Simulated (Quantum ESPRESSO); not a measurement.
# YCo: which magnetic order is lowest

Wanted: the moments of YCo and the energy of each order that was tried.

Method: PBEsol; plane waves with GBRV 1.5 PBEsol potentials, no spin-orbit coupling, in Quantum ESPRESSO 7.5.

## 1. Set-up

The structure is orthorhombic, space group Cmcm (No. 63). Conventional cell: a = 4.135 Å, b = 10.430 Å, c = 3.847 Å, α = 90.00°, β = 90.00°, γ = 90.00°. Y has 7 Co at 2.91 to 3.17 Å nearest. Nearest to Co lie 2 Co at 2.22 Å and 7 Y at 2.91 to 3.17 Å. Farther neighbours are not listed.

As a file:

```cif
data_structure
_symmetry_space_group_name_H-M 'Cmcm'
_symmetry_Int_Tables_number 63
_cell_length_a 4.1350
_cell_length_b 10.4303
_cell_length_c 3.8465
_cell_angle_alpha 90.000
_cell_angle_beta 90.000
_cell_angle_gamma 90.000
_cell_volume 165.90
loop_
_atom_site_label
_atom_site_type_symbol
_atom_site_symmetry_multiplicity
_atom_site_Wyckoff_symbol
_atom_site_fract_x
_atom_site_fract_y
_atom_site_fract_z
_atom_site_occupancy
Y1 Y 4 c 0.50000 0.35722 0.75000 1
Co1 Co 4 c 0.50000 0.05321 0.75000 1
```

The cell comes from Materials Project 2023-11-01, a database of computed structures, and need not be the stable phase.

## 2. Start 1: ferro ++

The signs are those of the starting moments on the seeded atoms, the atoms that are given a moment.

ASE passes magmoms on as starting_magnetization. pw.x reads values of 1 or more as Bohr magnetons; where all are smaller, it reads them as fractions of the valence charge.

File pw.py:

```python
from ase import Atoms
from ase.calculators.espresso import Espresso, EspressoProfile

atoms = Atoms(['Y', 'Y', 'Co', 'Co'],
    cell=[[2.06749178, -5.21516656, 0.0],
         [2.06749178, 5.21516656, 0.0],
         [0.0, 0.0, 3.84650815]],
    scaled_positions=[[0.14277756, 0.85722244, 0.25],
         [0.85722244, 0.14277756, 0.75],
         [0.44679314, 0.55320686, 0.25],
         [0.55320686, 0.44679314, 0.75]],
    pbc=True,
    magmoms=[0.0, 0.0, 2.0, 2.0])
input_data = {
    'control': {'calculation': 'scf', 'prefix': 'pwscf', 'outdir': './tmp', 'disk_io': 'nowf'},
    'system': {'ecutwfc': 40.0, 'ecutrho': 280.0, 'nbnd': 39, 'occupations': 'smearing', 'smearing': 'fd', 'degauss': 0.00734986, 'nspin': 2},
    'electrons': {'conv_thr': 8e-09, 'electron_maxstep': 150, 'mixing_beta': 0.3},
}
atoms.calc = Espresso(
    profile=EspressoProfile(command='mpirun -n 4 pw.x -nk 4', pseudo_dir='pseudo'),
    pseudopotentials={'Co': 'co_pbesol_v1.2.uspp.F.UPF', 'Y': 'y_pbesol_v1.4.uspp.F.UPF'},
    input_data=input_data,
    kpts=(8, 8, 8),
    koffset=(0, 0, 0))
atoms.get_potential_energy()
energy = atoms.calc.results['free_energy']
print(f'free energy: {energy:.6f} eV')
print('site moments (muB):', atoms.get_magnetic_moments().round(3))
```

File espresso.pwi:

```
&CONTROL
   calculation      = 'scf'
   outdir           = './tmp'
   prefix           = 'pwscf'
   disk_io          = 'nowf'
   pseudo_dir       = 'pseudo'
/
&SYSTEM
   nbnd             = 39
   ecutwfc          = 40.0
   ecutrho          = 280.0
   occupations      = 'smearing'
   degauss          = 0.00734986
   smearing         = 'fd'
   nspin            = 2
   starting_magnetization(1) = 0.0
   starting_magnetization(2) = 2.0
   ntyp             = 2
   nat              = 4
   ibrav            = 0
/
&ELECTRONS
   electron_maxstep = 150
   conv_thr         = 8e-09
   mixing_beta      = 0.3
/
&IONS
/
&CELL
/
&FCP
/
&RISM
/
ATOMIC_SPECIES
Y  88.90584 y_pbesol_v1.4.uspp.F.UPF
Co  58.933194 co_pbesol_v1.2.uspp.F.UPF

K_POINTS automatic
8 8 8  0 0 0

CELL_PARAMETERS angstrom
2.06749178000000 -5.21516656000000 0.00000000000000
2.06749178000000 5.21516656000000 0.00000000000000
0.00000000000000 0.00000000000000 3.84650815000000

ATOMIC_POSITIONS angstrom
Y  2.0674917800 3.7259490471 0.9616270375  
Y  2.0674917800 -3.7259490471 2.8848811125  
Co  2.0674917800 0.5549652741 0.9616270375  
Co  2.0674917800 -0.5549652741 2.8848811125
```

Command:

```console
$ OMP_NUM_THREADS=1 python3 pw.py > pw.log
```

The program printed:

```text
free energy: -10638.326825 eV
site moments (muB): [-0.099 -0.099  0.712  0.712]

--- espresso.pwo ---
Program PWSCF v.7.5 starts

Warning: card &CELL ignored
Warning: card &FCP ignored
Warning: card &RISM ignored

     Message from routine setup:
     using ibrav=0 with symmetry is DISCOURAGED, use correct ibrav instead

     K-points division:     npool     =       4
     Subspace diagonalization in iterative solution of the eigenvalue problem:

     G-vector sticks info
     --------------------
     sticks:   dense  smooth     PW     G-vecs:    dense   smooth      PW
     Sum        1717     981    319                44267    19149    3607

     Using Slab Decomposition

     bravais-lattice index     =            0
     lattice parameter (alat)  =      10.6014  a.u.
     unit-cell volume          =     559.7643 (a.u.)^3
     number of atoms/cell      =            4
     number of atomic types    =            2
     number of electrons       =        56.00
     number of Kohn-Sham states=           39
     kinetic-energy cutoff     =      40.0000  Ry
     charge density cutoff     =     280.0000  Ry
     scf convergence threshold =      8.0E-09
     mixing beta               =       0.3000
     number of iterations used =            8  plain     mixing
     Exchange-correlation= SLA  PW   PSX  PSC
                           (   1   4  10   8   0   0   0)

     celldm(1)=  10.601428  celldm(2)=   0.000000  celldm(3)=   0.000000
     celldm(4)=   0.000000  celldm(5)=   0.000000  celldm(6)=   0.000000

     crystal axes: (cart. coord. in units of alat)
               a(1) = (   0.368535  -0.929614   0.000000 )
               a(2) = (   0.368535   0.929614   0.000000 )
               a(3) = (   0.000000   0.000000   0.685648 )

     reciprocal axes: (cart. coord. in units 2 pi/alat)
               b(1) = (  1.356725 -0.537858  0.000000 )
               b(2) = (  1.356725  0.537858 -0.000000 )
               b(3) = ( -0.000000  0.000000  1.458475 )

     PseudoPot. # 1 for Y  read from file:
     y_pbesol_v1.4.uspp.F.UPF
     Pseudo is Ultrasoft + core correction, Zval = 11.0
     Generated by new atomic code, or converted to UPF format
     Using radial grid of  885 points,  6 beta functions with:
                l(1) =   0
                l(2) =   0
                l(3) =   1
                l(4) =   1
                l(5) =   2
                l(6) =   2
     Q(r) pseudized with  8 coefficients,  rinner =    1.200   1.200   1.200
                                                       1.200   1.200

     PseudoPot. # 2 for Co read from file:
     co_pbesol_v1.2.uspp.F.UPF
     Pseudo is Ultrasoft + core correction, Zval = 17.0
     Generated by new atomic code, or converted to UPF format
     Using radial grid of  863 points,  6 beta functions with:
                l(1) =   0
                l(2) =   0
                l(3) =   1
                l(4) =   1
                l(5) =   2
                l(6) =   2
     Q(r) pseudized with  8 coefficients,  rinner =    1.200   1.200   1.200
                                                       1.200   1.200

     atomic species   valence    mass     pseudopotential
     Y                11.00    88.90584     Y ( 1.00)
     Co               17.00    58.93319     Co( 1.00)

     Starting magnetic structure
     atomic species   magnetization
     Y               0.000
     Co              0.118

      8 Sym. Ops., with inversion, found ( 4 have fractional translation)

   Cartesian axes

     site n.     atom                  positions (alat units)
         1        Y      tau(   1) = (   0.3685346   0.6641580   0.1714120  )
         2        Y      tau(   2) = (   0.3685346  -0.6641580   0.5142359  )
         3        Co     tau(   3) = (   0.3685346   0.0989237   0.1714120  )
         4        Co     tau(   4) = (   0.3685346  -0.0989237   0.5142359  )

     number of k points=   105  Fermi-Dirac smearing, width (Ry)=  0.0073

     Number of k-points >= 100: set verbosity='high' to print them.

     Dense  grid:    44267 G-vectors     FFT dimensions: (  60,  60,  40)

     Smooth grid:    19149 G-vectors     FFT dimensions: (  45,  45,  30)

     Check: negative core charge=   -0.000022
     Generating pointlists ...
     new r_m :   0.2138 (alat units)  2.2664 (a.u.) for type    1
     new r_m :   0.1633 (alat units)  1.7309 (a.u.) for type    2

     Initial potential from superposition of free atoms

     starting charge      53.9917, renormalised to      56.0000
     Starting wfcs are   52 randomized atomic wfcs

     Self-consistent Calculation

     iteration #  1     ecut=    40.00 Ry     beta= 0.30
     Davidson diagonalization with overlap
     ethr =  1.00E-02,  avg # of iterations =  2.0

     total energy              =    -772.24912577 Ry
     estimated scf accuracy    <      25.08700512 Ry

     total magnetization       =     1.59 Bohr mag/cell
     absolute magnetization    =     2.23 Bohr mag/cell

     iteration #  2     ecut=    40.00 Ry     beta= 0.30
     Davidson diagonalization with overlap
     ethr =  1.00E-02,  avg # of iterations =  3.1

     total energy              =    -782.01072330 Ry
     estimated scf accuracy    <      33.44326625 Ry

     total magnetization       =     0.26 Bohr mag/cell
     absolute magnetization    =     0.31 Bohr mag/cell

     iteration #  3     ecut=    40.00 Ry     beta= 0.30
     Davidson diagonalization with overlap
     ethr =  1.00E-02,  avg # of iterations =  2.0

     total energy              =    -781.97664307 Ry
     estimated scf accuracy    <      10.49733639 Ry

     total magnetization       =     0.13 Bohr mag/cell
     absolute magnetization    =     0.46 Bohr mag/cell

     [... further iterations left out ...]

     iteration # 18     ecut=    40.00 Ry     beta= 0.30
     Davidson diagonalization with overlap
     ethr =  1.24E-08,  avg # of iterations =  2.4

     total energy              =    -781.90266013 Ry
     estimated scf accuracy    <       0.00001197 Ry

     total magnetization       =     0.86 Bohr mag/cell
     absolute magnetization    =     1.96 Bohr mag/cell

     iteration # 19     ecut=    40.00 Ry     beta= 0.30
     Davidson diagonalization with overlap
     ethr =  1.24E-08,  avg # of iterations =  2.5

     total energy              =    -781.90266403 Ry
     estimated scf accuracy    <       0.00000026 Ry

     total magnetization       =     0.87 Bohr mag/cell
     absolute magnetization    =     2.00 Bohr mag/cell

     iteration # 20     ecut=    40.00 Ry     beta= 0.30
     Davidson diagonalization with overlap
     ethr =  4.65E-10,  avg # of iterations =  4.6

     total energy              =    -781.90266817 Ry
     estimated scf accuracy    <       0.00000012 Ry

     total magnetization       =     0.88 Bohr mag/cell
     absolute magnetization    =     2.02 Bohr mag/cell

     iteration # 21     ecut=    40.00 Ry     beta= 0.30
     Davidson diagonalization with overlap
     ethr =  2.08E-10,  avg # of iterations =  2.0

     Magnetic moment per site  (integrated on atomic sphere of radius R)
     atom   1 (R=0.214)  charge=  8.6033  magn= -0.0986
     atom   2 (R=0.214)  charge=  8.6033  magn= -0.0986
     atom   3 (R=0.163)  charge= 15.0086  magn=  0.7124
     atom   4 (R=0.163)  charge= 15.0086  magn=  0.7124

     End of self-consistent calculation

     Number of k-points >= 100: set verbosity='high' to print the bands.

     the Fermi energy is    12.1886 ev

!    total energy              =    -781.90266822 Ry
     estimated scf accuracy    <          6.5E-09 Ry
     smearing contrib. (-TS)   =      -0.01030322 Ry
     internal energy E=F+TS    =    -781.89236499 Ry

     The total energy is F=E-TS. E is the sum of the following terms:
     one-electron contribution =    -550.56578104 Ry
     hartree contribution      =     297.53981630 Ry
     xc contribution           =    -118.97479013 Ry
     ewald contribution        =    -409.89161012 Ry

     total magnetization       =     0.88 Bohr mag/cell
     absolute magnetization    =     2.02 Bohr mag/cell

     convergence has been achieved in  21 iterations

=------------------------------------------------------------------------------=
   JOB DONE.
=------------------------------------------------------------------------------=
```

Run time: 1.7 min. Hardware: 4 MPI ranks of Intel Xeon 6975P-C (Granite Rapids), shared host; peak memory 0.84 GiB.

Spin moment in the atom's sphere by atom:

```tsv
atom	spin moment in the atom's sphere (μB)
Y1	-0.099
Y2	-0.099
Co3	0.712
Co4	0.712
```

Numbers from this step:

| Quantity | Value |
| --- | --- |
| smearing term TS | 0.1402 eV |
| magnetization | 0.877 μB |
| absolute magnetization | 2.02 μB |
| final state | ferromagnetic |

## 3. Run 2, typed as antiferro q=(1/2,1/2,1/2) +−+−

The cell is doubled to 8 atoms to hold this order. The wavevector q is in fractions of the reciprocal vectors of the crystal's primitive cell, as the cells of these inputs are built from it; moments change sign between cells as cos(2π q·R).

File pw.py:

```python
from ase import Atoms
from ase.calculators.espresso import Espresso, EspressoProfile

atoms = Atoms(['Y', 'Y', 'Y', 'Y', 'Co', 'Co', 'Co', 'Co'],
    cell=[[4.13498356, -10.43033312, 0.0],
         [4.13498356, 0.0, 0.0],
         [2.06749178, -5.21516656, 3.84650815]],
    scaled_positions=[[0.51777756, 0.85722244, 0.25],
         [0.01777756, 0.85722244, 0.25],
         [0.98222244, 0.14277756, 0.75],
         [0.48222244, 0.14277756, 0.75],
         [0.82179314, 0.55320686, 0.25],
         [0.32179314, 0.55320686, 0.25],
         [0.67820686, 0.44679314, 0.75],
         [0.17820686, 0.44679314, 0.75]],
    pbc=True,
    magmoms=[0.0, 0.0, 0.0, 0.0, 2.0, -2.0, 2.0, -2.0])
input_data = {
    'control': {'calculation': 'scf', 'prefix': 'pwscf', 'outdir': './tmp', 'disk_io': 'nowf'},
    'system': {'ecutwfc': 40.0, 'ecutrho': 280.0, 'nbnd': 70, 'occupations': 'smearing', 'smearing': 'fd', 'degauss': 0.00734986, 'nspin': 2},
    'electrons': {'conv_thr': 1.6e-08, 'electron_maxstep': 150, 'mixing_beta': 0.3},
}
atoms.calc = Espresso(
    profile=EspressoProfile(command='mpirun -n 4 pw.x -nk 4', pseudo_dir='pseudo'),
    pseudopotentials={'Co': 'co_pbesol_v1.2.uspp.F.UPF', 'Y': 'y_pbesol_v1.4.uspp.F.UPF'},
    input_data=input_data,
    kpts=(4, 8, 8),
    koffset=(0, 0, 0))
atoms.get_potential_energy()
energy = atoms.calc.results['free_energy']
print(f'free energy: {energy:.6f} eV')
print('site moments (muB):', atoms.get_magnetic_moments().round(3))
```

Command:

```console
$ OMP_NUM_THREADS=1 python3 pw.py > pw.log
```

The program printed:

```text
[banner, memory and clock lines left out]
free energy: -21276.613928 eV
site moments (muB): [-0.  0. -0.  0.  0. -0.  0. -0.]

--- espresso.pwo ---
Program PWSCF v.7.5 starts

Warning: card &CELL ignored
Warning: card &FCP ignored
Warning: card &RISM ignored

     Message from routine setup:
     using ibrav=0 with symmetry is DISCOURAGED, use correct ibrav instead

     bravais-lattice index     =            0
     lattice parameter (alat)  =      21.2029  a.u.
     unit-cell volume          =    1119.5287 (a.u.)^3
     number of atoms/cell      =            8
     number of atomic types    =            3
     number of electrons       =       112.00
     number of Kohn-Sham states=           70
     kinetic-energy cutoff     =      40.0000  Ry
     charge density cutoff     =     280.0000  Ry
     scf convergence threshold =      1.6E-08
     mixing beta               =       0.3000
     number of iterations used =            8  plain     mixing
     Exchange-correlation= SLA  PW   PSX  PSC
                           (   1   4  10   8   0   0   0)

     celldm(1)=  21.202857  celldm(2)=   0.000000  celldm(3)=   0.000000
     celldm(4)=   0.000000  celldm(5)=   0.000000  celldm(6)=   0.000000

     crystal axes: (cart. coord. in units of alat)
               a(1) = (   0.368535  -0.929614   0.000000 )
               a(2) = (   0.368535   0.000000   0.000000 )
               a(3) = (   0.184267  -0.464807   0.342824 )

     reciprocal axes: (cart. coord. in units 2 pi/alat)
               b(1) = (  0.000000 -1.075715 -1.458475 )
               b(2) = (  2.713449  1.075715 -0.000000 )
               b(3) = ( -0.000000  0.000000  2.916949 )

     PseudoPot. # 1 for Y  read from file:
     y_pbesol_v1.4.uspp.F.UPF
     Pseudo is Ultrasoft + core correction, Zval = 11.0

     PseudoPot. # 2 for Co read from file:
     co_pbesol_v1.2.uspp.F.UPF
     Pseudo is Ultrasoft + core correction, Zval = 17.0

     PseudoPot. # 3 for Co read from file:
     co_pbesol_v1.2.uspp.F.UPF
     Pseudo is Ultrasoft + core correction, Zval = 17.0

     atomic species   valence    mass     pseudopotential
     Y                11.00    88.90584     Y ( 1.00)
     Co               17.00    58.93319     Co( 1.00)
     Co1              17.00    58.93319     Co( 1.00)

     Starting magnetic structure
     atomic species   magnetization
     Y               0.000
     Co              0.118
     Co1            -0.118

      4 Sym. Ops., with inversion, found ( 2 have fractional translation)

   Cartesian axes

     site n.     atom                  positions (alat units)
         1        Y      tau(   1) = (   0.5528019  -0.5975350   0.0857060  )
         2        Y      tau(   2) = (   0.3685346  -0.1327280   0.0857060  )
         3        Y      tau(   3) = (   0.5528019  -1.2616930   0.2571180  )
         4        Y      tau(   4) = (   0.3685346  -0.7968860   0.2571180  )
         5        Co     tau(   5) = (   0.5528019  -0.8801522   0.0857060  )
         6        Co1    tau(   6) = (   0.3685346  -0.4153452   0.0857060  )
         7        Co     tau(   7) = (   0.5528019  -0.9790759   0.2571180  )
         8        Co1    tau(   8) = (   0.3685346  -0.5142689   0.2571180  )

     number of k points=    78  Fermi-Dirac smearing, width (Ry)=  0.0073
                       cart. coord. in units 2pi/alat
        k(    1) = (   0.0000000   0.0000000   0.0000000), wk =   0.0039062
        k(    2) = (   0.0000000   0.0000000   0.3646186), wk =   0.0078125
        k(    3) = (   0.0000000   0.0000000   0.7292373), wk =   0.0078125
        k(    4) = (   0.0000000   0.0000000   1.0938559), wk =   0.0078125
        k(    5) = (   0.0000000   0.0000000  -1.4584746), wk =   0.0039062
        [... 73 further k-points ...]

     Dense  grid:    88531 G-vectors     FFT dimensions: ( 120,  45,  72)

     Smooth grid:    38241 G-vectors     FFT dimensions: (  90,  32,  54)

     Check: negative core charge=   -0.000022
     Generating pointlists ...
     new r_m :   0.1069 (alat units)  2.2664 (a.u.) for type    1
     new r_m :   0.0816 (alat units)  1.7309 (a.u.) for type    2
     new r_m :   0.0816 (alat units)  1.7309 (a.u.) for type    3

     Initial potential from superposition of free atoms

     starting charge     107.9835, renormalised to     112.0000
     Starting wfcs are  104 randomized atomic wfcs

     Self-consistent Calculation

     iteration #  1     ecut=    40.00 Ry     beta= 0.30
     Davidson diagonalization with overlap
     ethr =  1.00E-02,  avg # of iterations =  2.0

     total energy              =   -1544.30676367 Ry
     estimated scf accuracy    <      50.49098904 Ry

     total magnetization       =     0.00 Bohr mag/cell
     absolute magnetization    =     5.43 Bohr mag/cell

     iteration #  2     ecut=    40.00 Ry     beta= 0.30
     Davidson diagonalization with overlap
     ethr =  1.00E-02,  avg # of iterations =  4.0

     total energy              =   -1564.01103881 Ry
     estimated scf accuracy    <      67.53712227 Ry

     total magnetization       =    -0.00 Bohr mag/cell
     absolute magnetization    =     0.39 Bohr mag/cell

     [... further iterations left out ...]

     iteration # 35     ecut=    40.00 Ry     beta= 0.30
     Davidson diagonalization with overlap
     ethr =  1.24E-10,  avg # of iterations =  4.4

     total energy              =   -1563.80241677 Ry
     estimated scf accuracy    <       0.00000003 Ry

     total magnetization       =    -0.00 Bohr mag/cell
     absolute magnetization    =     0.01 Bohr mag/cell

     iteration # 36     ecut=    40.00 Ry     beta= 0.30
     Davidson diagonalization with overlap
     ethr =  2.63E-11,  avg # of iterations =  4.7

     Magnetic moment per site  (integrated on atomic sphere of radius R)
     atom   1 (R=0.107)  charge=  8.6009  magn= -0.0001
     atom   2 (R=0.107)  charge=  8.6010  magn=  0.0001
     atom   3 (R=0.107)  charge=  8.6009  magn= -0.0001
     atom   4 (R=0.107)  charge=  8.6010  magn=  0.0001
     atom   5 (R=0.082)  charge= 15.0145  magn=  0.0004
     atom   6 (R=0.082)  charge= 15.0145  magn= -0.0004
     atom   7 (R=0.082)  charge= 15.0145  magn=  0.0004
     atom   8 (R=0.082)  charge= 15.0145  magn= -0.0004

     End of self-consistent calculation

     Number of k-points >= 100: set verbosity='high' to print the bands.

     the Fermi energy is    12.1366 ev

!    total energy              =   -1563.80241690 Ry
     estimated scf accuracy    <          9.8E-09 Ry
     smearing contrib. (-TS)   =      -0.02153572 Ry
     internal energy E=F+TS    =   -1563.78088118 Ry

     The total energy is F=E-TS. E is the sum of the following terms:
     one-electron contribution =   -1101.41307108 Ry
     hartree contribution      =     595.32140863 Ry
     xc contribution           =    -237.90599848 Ry
     ewald contribution        =    -819.78322025 Ry

     total magnetization       =     0.00 Bohr mag/cell
     absolute magnetization    =     0.00 Bohr mag/cell

     convergence has been achieved in  36 iterations
```

Run time: 11 min. Hardware: 4 MPI ranks; peak memory 1.8 GiB; 46 min of CPU time.

Spin moment in the atom's sphere by atom:

```tsv
atom	spin moment in the atom's sphere (μB)
Y1	-0.0001
Y2	0.0001
Y3	-0.0001
Y4	0.0001
Co5	0.0004
Co6	-0.0004
Co7	0.0004
Co8	-0.0004
```

Read from the output:

| Property | Result |
| --- | --- |
| smearing term TS | 0.2930 eV |
| magnetization | 0 μB |
| absolute magnetization | 0 μB |
| final state | non-magnetic |

[end of part 1 of 2]

[Logs and program files are shortened in this print: banners, set-up blocks, solver, clock and traceback lines can be left out without a mark of their own.]

[Logs are printed without paths, hosts, clocks, repeated set-up lines and the standing remarks that a program may print on its own settings, such as how far it seeks lower states.]

[Hosts, paths, dates, database ids (printed as entryN), source tags and the programs' standing remarks are cut or masked in the printed files.]

[Where a cell is said to come from a database of computed structures, the database is the Materials Project.]
